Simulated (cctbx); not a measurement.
# A crystallographic session in cctbx: CaYb

Library: cctbx 2025.11. The data are simulated by the first script.

## 1. Simulate the data

run.py:

```python
from cctbx import adptbx, crystal, miller, sgtbx, xray
from cctbx.array_family import flex
from iotbx.shelx import hklf
from scitbx import matrix
import scitbx.random

cs = crystal.symmetry(unit_cell=(5.83, 4.056, 6.209, 90, 90, 90), space_group_symbol='Hall: -P 2a 2a')  # Pmma
atoms = [  # label, site, U (iso, or U11 U22 U33 U12 U13 U23 in A^2), occupancy
    ("Yb1", (0.25, 0, 0.2106), (0.0039, 0.0055, 0.0056, 0.0000, 0.0000, 0.0000), 1),
    ("Ca1", (0.75, 0.5, 0.3042), (0.0057, 0.0075, 0.0072, 0.0000, 0.0000, 0.0000), 1),
]
xs = xray.structure(crystal_symmetry=cs)
for label, site, u, occ in atoms:
    u = adptbx.u_cif_as_u_star(cs.unit_cell(), u) if isinstance(u, tuple) else u
    xs.add_scatterer(xray.scatterer(label, site=site, u=u, occupancy=occ))
xs.set_inelastic_form_factors(0.56087, "sasaki")
xs.show_summary()
p1 = xs.expand_to_p1()
ms = miller.build_set(p1, anomalous_flag=True, d_min=0.8)
flex.set_random_seed(725334)
scitbx.random.set_random_seed(725334)
ms = ms.select(flex.random_double(ms.size()) < 0.95)
i = ms.structure_factors_from_scatterers(p1, algorithm="direct").f_calc().as_intensity_array().data()
i = i / flex.sqrt(1 + 0.3 * i / flex.max(i))  # extinction
i = i * 20000 / flex.max(i)
sig = flex.sqrt(i + flex.pow2(0.04 * i) + 4 ** 2)
noise = scitbx.random.variate(scitbx.random.normal_distribution())(i.size())
data = ms.array(data=i + sig * noise, sigmas=sig).set_observation_type_xray_intensity()
with open("data.hkl", "w") as f:
    data.export_as_shelx_hklf(f)
print("reflections written:", data.size(), " <I/sigma> = %.1f" % flex.mean(data.data() / data.sigmas()))
for h, a, b in list(data.sort("data"))[:12]:
    print("%4d%4d%4d %9.1f %7.1f" % (h + (a, b)))
```

```console
$ python run.py
```

```text
Number of scatterers: 2
At special positions: 2
Unit cell: (5.83, 4.056, 6.209, 90, 90, 90)
Space group: P m m a (No. 51)
reflections written: 1148  <I/sigma> = 19.3
   2   0   0   21414.2   812.4
   1  -1   1   19540.3   760.4
   1  -1  -1   19376.2   760.4
  -2   0   0   19248.6   812.4
   1   1   1   18907.0   760.4
   1   1  -1   18795.0   760.4
  -1  -1   1   18214.7   760.4
  -1  -1  -1   18131.1   760.4
  -1   1  -1   18110.9   760.4
  -1   1   1   17692.9   760.4
   0   0   2   16149.4   633.5
   0   0  -2   16147.9   633.5
```

It took 0.23 s on 1 thread of Arm Neoverse V2, with other jobs on the host, peak memory 0.07 GiB.

## 2. Refinement (right model, isotropic)

run.py:

```python
import math
from cctbx import adptbx, crystal, maptbx, sgtbx, xray
from cctbx.array_family import flex
from cctbx.xray import observations
from iotbx.shelx import hklf
from scitbx.lstbx import normal_eqns_solving
from smtbx import absolute_structure, utils
from smtbx.refinement import constraints, least_squares

cs = crystal.symmetry(unit_cell=(5.83, 4.056, 6.209, 90, 90, 90), space_group_symbol='Hall: -P 2a 2a')  # Pmma
atoms = [  # label, site, U (iso, or U11 U22 U33 U12 U13 U23 in A^2), occupancy
    ("Yb1", (0.25, 0, 0.2141), 0.0200, 1),
    ("Ca1", (0.75, 0.5, 0.3026), 0.0200, 1),
]
xs = xray.structure(crystal_symmetry=cs)
for label, site, u, occ in atoms:
    u = adptbx.u_cif_as_u_star(cs.unit_cell(), u) if isinstance(u, tuple) else u
    xs.add_scatterer(xray.scatterer(label, site=site, u=u, occupancy=occ))
xs.set_inelastic_form_factors(0.56087, "sasaki")
raw = hklf.reader(file_name="data.hkl").as_miller_arrays(crystal_symmetry=cs, anomalous=True)[0]
merged = raw.eliminate_sys_absent().merge_equivalents()
fo2 = merged.array().set_observation_type_xray_intensity()
print("Rint %.3f, %d unique reflections to %.2f A" % (merged.r_int(), fo2.size(), fo2.d_min()))
for sc in xs.scatterers():
    sc.flags.set_grad_site(True)
    sc.flags.set_grad_u_aniso(sc.flags.use_u_aniso())
    sc.flags.set_grad_u_iso(sc.flags.use_u_iso())
obs = fo2.as_xray_observations()
extra = {}
rep = constraints.reparametrisation(xs, [], utils.connectivity_table(xs), **extra)
ls = least_squares.crystallographic_ls(obs, rep, weighting_scheme=least_squares.mainstream_shelx_weighting(a=0, b=0))
print("cycle     R1     wR2    GooF  max shift (A)")
for cycle in range(8):
    ls.build_up()
    r1, wr2, goof = ls.r1_factor(cutoff_factor=2)[0], ls.wR2(), ls.goof()
    old = xs.sites_cart()
    normal_eqns_solving.levenberg_marquardt_iterations(ls, n_max_iterations=3, tau=1e-06, step_threshold=1e-7)
    big = flex.max((xs.sites_cart() - old).norms())
    print("%4d %7.4f %7.4f %7.3f %9.5f" % (cycle + 1, r1, wr2, goof, big))
    ls.build_up(objective_only=True)
    if abs(ls.wR2() - wr2) < 5e-5 and big < 5e-4:
        break
ls.build_up()
print("final R1 %.4f wR2 %.4f GooF %.3f  parameters %d  data/parameter %.1f" % (ls.r1_factor(cutoff_factor=2)[0], ls.wR2(), ls.goof(), ls.n_parameters, fo2.size() / ls.n_parameters))
cov = ls.covariance_matrix_and_annotations()
su = dict(zip(cov.annotations, (math.sqrt(max(v, 0)) for v in cov.matrix.matrix_packed_u_diagonal())))
a2 = cs.unit_cell().reciprocal_parameters()[0] ** -2
print("atom        x        y        z      Ueq    occ   su(xyz)  su(Uiso or U11)")
for sc in xs.scatterers():
    s = max(su.get(sc.label + k, 0) for k in (".x", ".y", ".z"))
    npd = "" if sc.is_positive_definite_u(cs.unit_cell()) else "  NPD"
    print("%-5s %8.5f %8.5f %8.5f %8.4f %6.3f %8.5f %7.4f%s" % ((sc.label,) + sc.site + (sc.u_iso_or_equiv(cs.unit_cell()), sc.occupancy, s, su.get(sc.label + ".uiso", su.get(sc.label + ".u11", 0) * a2), npd)))
fo = fo2.f_sq_as_f()
fc = fo.structure_factors_from_scatterers(xs, algorithm="direct").f_calc()
diff = fo.f_obs_minus_f_calc(1 / math.sqrt(ls.scale_factor()), fc).average_bijvoet_mates()
m = diff.fft_map(symmetry_flags=maptbx.use_space_group_symmetry, resolution_factor=0.25).apply_volume_scaling()
print("difference map: max %.2f min %.2f rms %.2f" % (m.statistics().max(), m.statistics().min(), m.statistics().sigma()))
peaks = m.peak_search(parameters=maptbx.peak_search_parameters(min_distance_sym_equiv=0.6, max_clusters=6)).all()
near = xs.closest_distances(peaks.sites(), distance_cutoff=4)
sps = cs.special_position_settings(min_distance_sym_equiv=0.5)
for k, (x, h) in enumerate(zip(peaks.sites(), peaks.heights())):
    ss = sps.site_symmetry(x)
    print("Q%-3d %7.4f %7.4f %7.4f %4d %7.2f  %.2f A from %s" % ((k + 1,) + tuple(t % 1 for t in ss.exact_site()) + (ss.multiplicity(), h, near.smallest_distances[k], xs.scatterers()[near.i_seqs[k]].label)))
```

```console
$ python run.py
```

```text
Rint 0.032, 191 unique reflections to 0.80 A
cycle     R1     wR2    GooF  max shift (A)
   1  0.1307  0.3116  14.792   0.02163
   2  0.0145  0.0350   1.664   0.00006
final R1 0.0145 wR2 0.0350 GooF 1.664  parameters 4  data/parameter 47.8
atom        x        y        z      Ueq    occ   su(xyz)  su(Uiso or U11)
Yb1    0.25000  0.00000  0.21061   0.0040  1.000  0.00004  0.0002
Ca1    0.75000  0.50000  0.30446   0.0071  1.000  0.00022  0.0004
difference map: max 1.02 min -2.42 rms 0.25
Q1    0.2500  0.0000  0.1211    2    1.11  0.56 A from Yb1
Q2    0.2500  0.0000  0.8056    2    0.74  2.14 A from Ca1
Q3    0.2500  0.0970  0.2750    4    0.65  0.56 A from Yb1
Q4    0.1939  0.0000  0.6202    4    0.58  2.11 A from Ca1
Q5    0.1767  0.3846  0.2519    8    0.46  1.64 A from Yb1
Q6    0.0037  0.1875  0.3240    8    0.45  1.77 A from Yb1
```

Time: 0.39 s.

## 3. Refinement (right model, anisotropic)

run.py, as its changes from the last script of this kind:

```diff
@@ -12,2 +12,2 @@
-    ("Yb1", (0.25, 0, 0.2141), 0.0200, 1),
-    ("Ca1", (0.75, 0.5, 0.3026), 0.0200, 1),
+    ("Yb1", (0.25, 0, 0.21061), 0.0040, 1),
+    ("Ca1", (0.75, 0.5, 0.30446), 0.0071, 1),
@@ -19,0 +20 @@
+xs.convert_to_anisotropic()
```

```console
$ python run.py
```

```text
Rint 0.032, 191 unique reflections to 0.80 A
cycle     R1     wR2    GooF  max shift (A)
   1  0.0145  0.0351   1.682   0.00025
   2  0.0115  0.0281   1.350   0.00000
final R1 0.0115 wR2 0.0281 GooF 1.350  parameters 8  data/parameter 23.9
atom        x        y        z      Ueq    occ   su(xyz)  su(Uiso or U11)
Yb1    0.25000  0.00000  0.21065   0.0041  1.000  0.00004  0.0002
Ca1    0.75000  0.50000  0.30447   0.0072  1.000  0.00018  0.0006
difference map: max 0.66 min -2.17 rms 0.21
Q1    0.2500  0.0000  0.7999    2    0.69  2.13 A from Ca1
Q2    0.2500  0.0000  0.6231    2    0.53  2.08 A from Ca1
Q3    0.0212  0.1834  0.3085    8    0.50  1.64 A from Yb1
Q4    0.0833  0.2896  0.1232    8    0.43  1.62 A from Yb1
Q5    0.1640  0.3757  0.2502    8    0.38  1.62 A from Yb1
Q6    0.2500  0.5000  0.3133    2    0.38  2.13 A from Yb1
```

Time: 0.37 s.

## 4. Refinement

run.py, as its changes from the last script of this kind:

```diff
@@ -19 +19 @@
-xs.set_inelastic_form_factors(0.56087, "sasaki")
+# no anomalous dispersion
@@ -34 +34 @@
-for cycle in range(8):
+for cycle in range(12):
```

```console
$ python run.py
```

```text
Rint 0.032, 191 unique reflections to 0.80 A
cycle     R1     wR2    GooF  max shift (A)
   1  0.0148  0.0367   1.763   0.00026
   2  0.0112  0.0277   1.331   0.00000
final R1 0.0112 wR2 0.0277 GooF 1.331  parameters 8  data/parameter 23.9
atom        x        y        z      Ueq    occ   su(xyz)  su(Uiso or U11)
Yb1    0.25000  0.00000  0.21065   0.0043  1.000  0.00004  0.0002
Ca1    0.75000  0.50000  0.30449   0.0059  1.000  0.00018  0.0006
difference map: max 0.66 min -2.22 rms 0.20
Q1    0.2500  0.0000  0.8016    2    0.68  2.13 A from Ca1
Q2    0.2500  0.0000  0.6238    2    0.55  2.08 A from Ca1
Q3    0.0208  0.1815  0.3080    8    0.49  1.64 A from Yb1
Q4    0.0836  0.2887  0.1216    8    0.44  1.62 A from Yb1
Q5    0.2500  0.5000  0.3188    2    0.44  2.14 A from Yb1
Q6    0.1581  0.3680  0.2468    8    0.37  1.60 A from Yb1
```

Time: 0.37 s.

This run holds a fault made on purpose: anomalous dispersion left out.

## 5. Refinement

run.py, as its changes from the last script of this kind:

```diff
@@ -12,2 +12,2 @@
-    ("Yb1", (0.25, 0, 0.21061), 0.0040, 1),
-    ("Ca1", (0.75, 0.5, 0.30446), 0.0071, 1),
+    ("Yb1", (0.25, 0, 0.3462), 0.0200, 1),
+    ("Ca1", (0.75, 0.5, 0.3191), 0.0200, 1),
@@ -19,2 +19 @@
-# no anomalous dispersion
-xs.convert_to_anisotropic()
+xs.set_inelastic_form_factors(0.56087, "sasaki")
@@ -34 +33 @@
-for cycle in range(12):
+for cycle in range(10):
@@ -38 +37 @@
-    normal_eqns_solving.levenberg_marquardt_iterations(ls, n_max_iterations=3, tau=1e-06, step_threshold=1e-7)
+    normal_eqns_solving.levenberg_marquardt_iterations(ls, n_max_iterations=3, tau=0.0001, step_threshold=1e-7)
```

```console
$ python run.py
```

```text
Rint 0.032, 191 unique reflections to 0.80 A
cycle     R1     wR2    GooF  max shift (A)
   1  0.8153  0.9660  45.856   1.61155
   2  0.6002  0.8143  38.654   0.20022
   3  0.5744  0.7780  36.929   0.01012
   4  0.5752  0.7796  37.008   0.00221
   5  0.5741  0.7780  36.930   0.00058
   6  0.5753  0.7797  37.010   0.00013
   7  0.5741  0.7780  36.930   0.00005
   8  0.5753  0.7797  37.010   0.00002
   9  0.5741  0.7780  36.930   0.00001
  10  0.5753  0.7797  37.010   0.00001
final R1 0.5741 wR2 0.7780 GooF 36.930  parameters 4  data/parameter 47.8
atom        x        y        z      Ueq    occ   su(xyz)  su(Uiso or U11)
Yb1    0.25000  0.00000  0.36753   0.0024  1.000  0.00206  0.0055
Ca1    0.75000  0.50000  0.09300   0.0001  1.000  0.00886  0.0125
difference map: max 234.91 min -177.63 rms 20.21
Q1    0.2500  0.0000  0.3503    2  248.85  0.11 A from Yb1
Q2    0.2500  0.0000  0.2327    2  167.82  0.84 A from Yb1
Q3    0.2500  0.0000  0.0587    2  162.83  1.92 A from Yb1
Q4    0.2500  0.0000  0.7888    2  135.30  2.16 A from Ca1
Q5    0.2500  0.5000  0.8277    2   74.74  0.49 A from Ca1
Q6    0.2500  0.5000  0.5522    2   46.55  2.20 A from Ca1
```

It took 0.81 s on 1 thread of Arm Neoverse V2 (shared host), peak memory 0.09 GiB.

This run holds a fault made on purpose: start far from the minimum.

[Logs are printed without paths, hosts, clocks, repeated set-up lines and the standing remarks that a program may print on its own settings, such as how far it seeks lower states.]
